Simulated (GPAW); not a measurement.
**A C chain with one bond drawn out by 0.6 Å: converging a transmission**

Aim: the cheapest settings that leave the conductance of a C chain with one bond drawn out by 0.6 Å unchanged.

Calculated with GPAW 26.7.0; GPAW LCAO, PAW setups; Landauer transmission from Green's functions with principal layers (ASE), zero bias.

This is a report of a sequence of runs, with most program output left out.

**1. The structure**

The cell holds 12 atoms: 12 C. Cell: a = 9.000 Å, b = 9.000 Å, c = 15.960 Å, α = 90.0°, β = 90.0°, γ = 90.0°. Regions: left lead, 6 atoms (6 C); right lead, 6 atoms (6 C). Vacuum lies along a and b. The structure is stacked along c, and the current runs across the ab planes.

**2. Base settings**

All settings start at ordinary values; they are then varied in turn, with meshes following the cell where its length changes.

Input file run.py:

```python
import json
import numpy as np
from ase import Atoms
from ase.transport.calculators import TransportCalculator
from gpaw import GPAW, FermiDirac
from gpaw.lcao.tools import get_lcao_hamiltonian
from scipy.linalg import eigh

# The junction with lead layers at both ends, along the third cell vector
device = Atoms(
    ['C', 'C', 'C', 'C', 'C', 'C', 'C', 'C', 'C', 'C', 'C', 'C'],
    positions=[
        [4.50000, 4.50000, 0.64000],
        [4.50000, 4.50000, 1.92000],
        [4.50000, 4.50000, 3.20000],
        [4.50000, 4.50000, 4.48000],
        [4.50000, 4.50000, 5.76000],
        [4.50000, 4.50000, 7.04000],
        [4.50000, 4.50000, 8.92000],
        [4.50000, 4.50000, 10.20000],
        [4.50000, 4.50000, 11.48000],
        [4.50000, 4.50000, 12.76000],
        [4.50000, 4.50000, 14.04000],
        [4.50000, 4.50000, 15.32000]],
    cell=[[9.0, 0.0, 0.0], [0.0, 9.0, 0.0], [0.0, 0.0, 15.96]],
    pbc=True)

# One principal layer of the lead: the first 4 atoms of the device
lead = Atoms(
    ['C', 'C', 'C', 'C'],
    positions=[
        [4.50000, 4.50000, 0.64000],
        [4.50000, 4.50000, 1.92000],
        [4.50000, 4.50000, 3.20000],
        [4.50000, 4.50000, 4.48000]],
    cell=[[9.0, 0.0, 0.0], [0.0, 9.0, 0.0], [0.0, 0.0, 5.12]],
    pbc=True)

settings = dict(mode='lcao', basis='szp(dzp)', xc='PBE', h=0.2,
                occupations=FermiDirac(0.1), maxiter=250,
                mixer=dict(beta=0.1, nmaxold=8, weight=100.0),
                convergence=dict(density=0.0001))
energies = np.arange(-3, 3 + 1e-9, 0.075)
eta = 0.0001
n1, n2 = 1, 1
# k and -k transmit alike, so half of the mesh across the current serves
mesh = [(i, j) for i in range(n1) for j in range(n2) if (i, j) <= (-i % n1, -j % n2)]
weights = np.array([1 if (i, j) == (-i % n1, -j % n2) else 2 for i, j in mesh]) / (n1 * n2)

# [... helper functions left out ...]
fermi_lead = ground_state(lead, (1, 1, 22), 'lead.txt')
fermi_device = ground_state(device, (1, 1, 5), 'device.txt')
# [... loop over the mesh left out, but for ...]
        # Shift the lead onto the potential of the device's first layer
        shift = ((H[:, 0, 0] - H0[:, 0, 0]) / S0[0, 0]).real.mean()
# [...]
kT = 8.617333e-5 * 77
bias = [0.1, 0.2, 0.5, 1.0, 1.5, 2.0]
# [... integrals and printing left out ...]
```

Launch:

```console
> OMP_NUM_THREADS=1 OPENBLAS_NUM_THREADS=1 python run.py
```

The job ended after 16 s (1 thread of Arm Neoverse V1, shared host; peak memory 0.52 GiB).

This step gave:

- conductance: 0.8994 G₀
- largest coupling past the next principal layer: 1.03e-4 eV
- largest misfit of the first principal layer: 0.1771 eV
- shift that aligns the lead: -0.01166 eV
- basis functions of the junction: 108
- basis functions of a principal layer: 36
- transmission at the Fermi level (one spin): 0.8995

One spin. Table of transmission, zone mean by energy, zero at the Fermi level:

energy (eV), transmission, zone mean and a bar from the least value:
```
    -3.00      0.436 
    -2.85      0.457 #
    -2.70      0.477 ###
    -2.55      0.496 ####
    -2.33      0.525 ######
    -2.17      0.544 #######
    -2.02      0.566 ########
    -1.88      0.589 ##########
    -1.73      0.615 ###########
    -1.57      0.643 #############
    -1.35      0.687 ################
    -1.20      0.718 ##################
    -1.05      0.749 ####################
    -0.90      0.779 ######################
    -0.75      0.808 ########################
    -0.60      0.834 #########################
    -0.38      0.866 ###########################
    -0.23      0.883 ############################
    -0.07      0.895 #############################
     0.00      0.899 ##############################
     0.07      0.903 ##############################
     0.23      0.907 ##############################
     0.30      0.907 ##############################
     0.38      0.907 ##############################
     0.60      0.901 ##############################
     0.75      0.894 #############################
     0.90      0.885 #############################
     1.05      0.876 ############################
     1.20      0.866 ###########################
     1.35      0.856 ###########################
     1.57      0.842 ##########################
     1.73      0.834 #########################
     1.88      0.827 #########################
     2.02      0.822 #########################
     2.17      0.818 ########################
     2.33      0.816 ########################
     2.55      0.815 ########################
     2.70      0.815 ########################
     2.85      0.817 ########################
     3.00      0.820 ########################
```

Not self-consistent under bias; the bias window is split evenly. Current through one cell, from the zero-bias transmission against bias:

| bias (V) | current through one cell, from the zero-bias transmission (μA) |
| --- | --- |
| 0.100 | 6.97 |
| 0.200 | 13.9 |
| 0.500 | 34.8 |
| 1.000 | 69.1 |
| 1.500 | 103 |
| 2.000 | 135 |

Couplings past the next layer reach 1.0e-4 eV, small enough to drop; the matrix elements of the cell's first layer differ from the bulk lead's by up to 0.18 eV. That layer keeps its own values in the calculation, and only beyond it is the lead taken as perfect. The Fermi levels of lead and junction count from different zeros of potential, one for each periodic cell; with both set to zero, the small remaining shift is what aligns them. By hand: G = 0.8994 × 77.48 μS = 69.7 μS, a resistance of 14.3 kΩ; at 0.1 V a linear junction would pass 6.97 μA, and the integral over the bias window gives 6.97 μA.

**3. Energy step: de = 0.2**

The thermal integrals interpolate T(E), so the step must resolve what lies within a few kT of the Fermi level.

run.py, as its differences from that of step 2:

```diff
@@ -42,3 +42,3 @@
                 convergence=dict(density=0.0001))
-energies = np.arange(-3, 3 + 1e-9, 0.075)
+energies = np.arange(-3, 3 + 1e-9, 0.2)
 eta = 0.0001
```

Wall time 16 s (1 thread); peak memory 0.52 GiB.

Numbers from this step:

- conductance: 0.8993 G₀

One spin. Transmission, zone mean against energy, zero at the Fermi level:

energy (eV), transmission, zone mean and a bar from the least value:
```
    -3.00      0.436 
    -2.80      0.464 ##
    -2.40      0.515 #####
    -2.20      0.541 #######
    -1.80      0.602 ###########
    -1.60      0.638 #############
    -1.20      0.718 ##################
    -1.00      0.759 #####################
    -0.80      0.798 #######################
    -0.40      0.863 ###########################
    -0.20      0.885 #############################
     0.00      0.899 ##############################
     0.20      0.906 ##############################
     0.40      0.906 ##############################
     0.80      0.891 #############################
     1.00      0.879 ############################
     1.20      0.866 ###########################
     1.60      0.841 ##########################
     1.80      0.831 #########################
     2.20      0.818 ########################
     2.40      0.815 ########################
     2.80      0.816 ########################
     3.00      0.820 ########################
```

Not self-consistent under bias; the bias window is split evenly. The current through one cell, from the zero-bias transmission by bias:

| bias (V) | current through one cell, from the zero-bias transmission (μA) |
| --- | --- |
| 0.100 | 6.97 |
| 0.200 | 13.9 |
| 0.500 | 34.7 |
| 1.000 | 69.0 |
| 1.500 | 103 |
| 2.000 | 135 |

The conductance equals that of the base run to 0.2 %.

**4. Varying the energy step: de = 0.1**

run.py, as its differences from that of step 3:

```diff
@@ -42,3 +42,3 @@
                 convergence=dict(density=0.0001))
-energies = np.arange(-3, 3 + 1e-9, 0.2)
+energies = np.arange(-3, 3 + 1e-9, 0.1)
 eta = 0.0001
```

Elapsed: 16 s, on 1 thread; peak memory 0.51 GiB.

This step gave:

```yaml
conductance: 0.8994 G₀
```

One spin. Transmission, zone mean against energy, zero at the Fermi level:

energy (eV), transmission, zone mean and a bar from the least value:
```
    -3.00      0.436 
    -2.70      0.477 ###
    -2.40      0.515 #####
    -2.10      0.555 ########
    -1.90      0.585 ##########
    -1.60      0.638 #############
    -1.30      0.697 #################
    -1.00      0.759 #####################
    -0.70      0.817 ########################
    -0.40      0.863 ###########################
    -0.10      0.893 #############################
     0.00      0.899 ##############################
     0.10      0.904 ##############################
     0.30      0.907 ##############################
     0.40      0.906 ##############################
     0.70      0.896 #############################
     1.00      0.879 ############################
     1.30      0.859 ###########################
     1.60      0.841 ##########################
     1.90      0.826 #########################
     2.10      0.820 ########################
     2.40      0.815 ########################
     2.70      0.815 ########################
     3.00      0.820 ########################
```

Not self-consistent under bias; the bias window is split evenly. The current through one cell, from the zero-bias transmission by bias:

| bias (V) | current through one cell, from the zero-bias transmission (μA) |
| --- | --- |
| 0.100 | 6.97 |
| 0.200 | 13.9 |
| 0.500 | 34.8 |
| 1.000 | 69.1 |
| 1.500 | 103 |
| 2.000 | 135 |

The conductance equals that of the base run to 0.2 %.

**5. Varying the energy step: de = 0.025**

run.py, as its differences from that of step 4:

```diff
@@ -42,3 +42,3 @@
                 convergence=dict(density=0.0001))
-energies = np.arange(-3, 3 + 1e-9, 0.1)
+energies = np.arange(-3, 3 + 1e-9, 0.025)
 eta = 0.0001
```

The job ended after 21 s (1 thread; peak memory 0.51 GiB).

One spin. Table of transmission, zone mean by energy, zero at the Fermi level:

| energy (eV) | transmission, zone mean |
| --- | --- |
| -3.000 | 0.436 |
| -2.800 | 0.464 |
| -2.600 | 0.490 |
| -2.400 | 0.515 |
| -2.200 | 0.541 |
| -2.000 | 0.570 |
| -1.800 | 0.602 |
| -1.600 | 0.638 |
| -1.400 | 0.677 |
| -1.200 | 0.718 |
| -1.000 | 0.759 |
| -0.800 | 0.798 |
| -0.600 | 0.834 |
| -0.400 | 0.863 |
| -0.200 | 0.885 |
| 0.000 | 0.899 |
| 0.200 | 0.906 |
| 0.300 | 0.907 |
| 0.400 | 0.906 |
| 0.600 | 0.901 |
| 0.800 | 0.891 |
| 1.000 | 0.879 |
| 1.200 | 0.866 |
| 1.400 | 0.853 |
| 1.600 | 0.841 |
| 1.800 | 0.831 |
| 2.000 | 0.823 |
| 2.200 | 0.818 |
| 2.400 | 0.815 |
| 2.600 | 0.815 |
| 2.800 | 0.816 |
| 3.000 | 0.820 |

The conductance equals that of the base run to 0.2 %.

**6. Energy step: de = 0.0125**

run.py, as its differences from that of step 5:

```diff
@@ -42,3 +42,3 @@
                 convergence=dict(density=0.0001))
-energies = np.arange(-3, 3 + 1e-9, 0.025)
+energies = np.arange(-3, 3 + 1e-9, 0.0125)
 eta = 0.0001
```

Wall time 23 s (1 thread); peak memory 0.52 GiB.

The conductance equals that of the base run to 0.2 %.

**7. Convergence in the energy step**

The runs and the base run on one axis.

This step: convergence of the conductance (GPAW 26.7.0).

The conductance stays at 0.899 G₀ for energy step from 0.0125 to 0.2 eV.

**8. Density threshold: conv = 0.1**

The Hamiltonian is taken from the last density. The density threshold is one of the tests that end the cycle; the energy must settle too, so a loose value may not be the test that decides.

This step: GPAW LCAO, PAW setups; Landauer transmission from Green's functions with principal layers (ASE), zero bias (GPAW 26.7.0).

run.py, as its differences from that of step 6:

```diff
@@ -41,4 +41,4 @@
                 mixer=dict(beta=0.1, nmaxold=8, weight=100.0),
-                convergence=dict(density=0.0001))
-energies = np.arange(-3, 3 + 1e-9, 0.0125)
+                convergence=dict(density=0.1))
+energies = np.arange(-3, 3 + 1e-9, 0.075)
 eta = 0.0001
```

Run time: 13 s. Hardware: 1 thread; peak memory 0.51 GiB.

Numbers from this step:

```
conductance                                 : 0.9003 G₀
largest misfit of the first principal layer : 0.1785 eV
shift that aligns the lead                  : -0.02208 eV
transmission at the Fermi level (one spin)  : 0.9004
```

One spin. The transmission, zone mean by energy, zero at the Fermi level:

| energy (eV) | transmission, zone mean |
| --- | --- |
| -3.00 | 0.430 |
| -2.85 | 0.453 |
| -2.70 | 0.475 |
| -2.55 | 0.496 |
| -2.33 | 0.526 |
| -2.17 | 0.547 |
| -2.02 | 0.569 |
| -1.88 | 0.592 |
| -1.73 | 0.617 |
| -1.57 | 0.644 |
| -1.35 | 0.688 |
| -1.20 | 0.718 |
| -1.05 | 0.749 |
| -0.90 | 0.779 |
| -0.75 | 0.807 |
| -0.60 | 0.833 |
| -0.38 | 0.866 |
| -0.23 | 0.883 |
| -0.07 | 0.896 |
| 0.00 | 0.900 |
| 0.07 | 0.904 |
| 0.23 | 0.908 |
| 0.30 | 0.909 |
| 0.38 | 0.909 |
| 0.60 | 0.903 |
| 0.75 | 0.896 |
| 0.90 | 0.888 |
| 1.05 | 0.878 |
| 1.20 | 0.868 |
| 1.35 | 0.858 |
| 1.57 | 0.844 |
| 1.73 | 0.836 |
| 1.88 | 0.829 |
| 2.02 | 0.824 |
| 2.17 | 0.820 |
| 2.33 | 0.817 |
| 2.55 | 0.816 |
| 2.70 | 0.816 |
| 2.85 | 0.818 |
| 3.00 | 0.821 |

Not self-consistent under bias; the bias window is split evenly. The current through one cell, from the zero-bias transmission by bias:

| bias (V) | current through one cell, from the zero-bias transmission (μA) |
| --- | --- |
| 0.100 | 6.97 |
| 0.200 | 13.9 |
| 0.500 | 34.8 |
| 1.000 | 69.2 |
| 1.500 | 103 |
| 2.000 | 135 |

The conductance equals that of the base run to 0.2 %.

**9. Density threshold: conv = 0.01**

run.py, as its differences from that of step 8:

```diff
@@ -41,3 +41,3 @@
                 mixer=dict(beta=0.1, nmaxold=8, weight=100.0),
-                convergence=dict(density=0.1))
+                convergence=dict(density=0.01))
 energies = np.arange(-3, 3 + 1e-9, 0.075)
```

Run time: 13 s. Hardware: 1 thread; peak memory 0.51 GiB.

Numbers from this step:

```yaml
conductance: 0.9005 G₀
shift_that_aligns_the_lead: -0.02241 eV
transmission_at_the_fermi_level_one_spin: 0.9005
```

One spin. Transmission, zone mean against energy, zero at the Fermi level:

| energy (eV) | transmission, zone mean |
| --- | --- |
| -3.00 | 0.430 |
| -2.77 | 0.465 |
| -2.55 | 0.496 |
| -2.40 | 0.516 |
| -2.17 | 0.547 |
| -1.95 | 0.580 |
| -1.73 | 0.617 |
| -1.57 | 0.644 |
| -1.35 | 0.688 |
| -1.12 | 0.733 |
| -0.90 | 0.779 |
| -0.75 | 0.807 |
| -0.53 | 0.845 |
| -0.30 | 0.875 |
| -0.07 | 0.896 |
| 0.00 | 0.901 |
| 0.07 | 0.904 |
| 0.30 | 0.909 |
| 0.53 | 0.906 |
| 0.75 | 0.896 |
| 0.90 | 0.888 |
| 1.12 | 0.873 |
| 1.35 | 0.858 |
| 1.57 | 0.844 |
| 1.73 | 0.836 |
| 1.95 | 0.826 |
| 2.17 | 0.820 |
| 2.40 | 0.816 |
| 2.55 | 0.816 |
| 2.77 | 0.817 |
| 3.00 | 0.821 |

Not self-consistent under bias; the bias window is split evenly. Table of current through one cell, from the zero-bias transmission by bias:

| bias (V) | current through one cell, from the zero-bias transmission (μA) |
| --- | --- |
| 0.100 | 6.98 |
| 0.200 | 13.9 |
| 0.500 | 34.8 |
| 1.000 | 69.2 |
| 1.500 | 103 |
| 2.000 | 135 |

The conductance equals that of the base run to 0.2 %.

**10. Density threshold: conv = 0.001**

run.py, as its differences from that of step 9:

```diff
@@ -41,3 +41,3 @@
                 mixer=dict(beta=0.1, nmaxold=8, weight=100.0),
-                convergence=dict(density=0.01))
+                convergence=dict(density=0.001))
 energies = np.arange(-3, 3 + 1e-9, 0.075)
```

The job ended after 14 s (1 thread; peak memory 0.51 GiB).

The conductance equals that of the base run to 0.2 %.

**11. Density threshold: conv = 1e-06**

run.py, as its differences from that of step 10:

```diff
@@ -41,3 +41,3 @@
                 mixer=dict(beta=0.1, nmaxold=8, weight=100.0),
-                convergence=dict(density=0.001))
+                convergence=dict(density=1e-06))
 energies = np.arange(-3, 3 + 1e-9, 0.075)
```

The job ended after 24 s (1 thread; peak memory 0.52 GiB).

The conductance equals that of the base run to 0.2 %.

**12. Convergence in the density threshold**

This step: convergence of the conductance (GPAW 26.7.0).

The conductance stays at 0.900 G₀ for log10 of the density threshold from -6 to -1.

**13. Varying the k-points along the lead: lead_nz = 2**

The lead's own mesh along the current sets its density and potential; where the lead is aligned to the junction's end layer, a rigid shift drops out.

This step: GPAW LCAO, PAW setups; Landauer transmission from Green's functions with principal layers (ASE), zero bias (GPAW 26.7.0).

run.py, as its differences from that of step 11:

```diff
@@ -41,3 +41,3 @@
                 mixer=dict(beta=0.1, nmaxold=8, weight=100.0),
-                convergence=dict(density=1e-06))
+                convergence=dict(density=0.0001))
 energies = np.arange(-3, 3 + 1e-9, 0.075)
@@ -50,3 +50,3 @@
 # [... helper functions left out ...]
-fermi_lead = ground_state(lead, (1, 1, 22), 'lead.txt')
+fermi_lead = ground_state(lead, (1, 1, 2), 'lead.txt')
 fermi_device = ground_state(device, (1, 1, 5), 'device.txt')
```

Run time: 16 s. Hardware: 1 thread; peak memory 0.51 GiB.

This step gave:

```
conductance                                : 0.9047 G₀
shift that aligns the lead                 : -0.02431 eV
transmission at the Fermi level (one spin) : 0.9048
```

One spin. Table of transmission, zone mean by energy, zero at the Fermi level:

energy (eV), transmission, zone mean and a bar from the least value:
```
    -3.00      0.441 
    -2.85      0.464 #
    -2.70      0.483 ###
    -2.55      0.501 ####
    -2.33      0.526 #####
    -2.17      0.544 #######
    -2.02      0.563 ########
    -1.88      0.585 #########
    -1.73      0.610 ###########
    -1.57      0.637 #############
    -1.35      0.682 ###############
    -1.20      0.714 #################
    -1.05      0.747 ####################
    -0.90      0.779 ######################
    -0.75      0.810 ########################
    -0.60      0.837 #########################
    -0.38      0.871 ############################
    -0.23      0.888 #############################
    -0.07      0.901 #############################
     0.00      0.905 ##############################
     0.07      0.908 ##############################
     0.23      0.910 ##############################
     0.38      0.909 ##############################
     0.60      0.901 #############################
     0.75      0.892 #############################
     0.90      0.883 ############################
     1.05      0.872 ############################
     1.20      0.861 ###########################
     1.35      0.851 ##########################
     1.57      0.837 #########################
     1.73      0.830 #########################
     1.88      0.823 ########################
     2.02      0.819 ########################
     2.17      0.816 ########################
     2.33      0.814 ########################
     2.55      0.815 ########################
     2.70      0.817 ########################
     2.85      0.819 ########################
     3.00      0.823 ########################
```

Not self-consistent under bias; the bias window is split evenly. Table of current through one cell, from the zero-bias transmission by bias:

| bias (V) | current through one cell, from the zero-bias transmission (μA) |
| --- | --- |
| 0.100 | 7.01 |
| 0.200 | 14.0 |
| 0.500 | 35.0 |
| 1.000 | 69.4 |
| 1.500 | 103 |
| 2.000 | 135 |

The conductance, 0.905 G₀, lies 0.6 % above that of the base run.

(Continued in part 2 of 2.)

[Logs are printed without paths, hosts, clocks, repeated set-up lines and the standing remarks that a program may print on its own settings, such as how far it seeks lower states.]

[Hosts, paths, dates, database ids (printed as entryN), source tags and the programs' standing remarks are cut or masked in the printed files.]
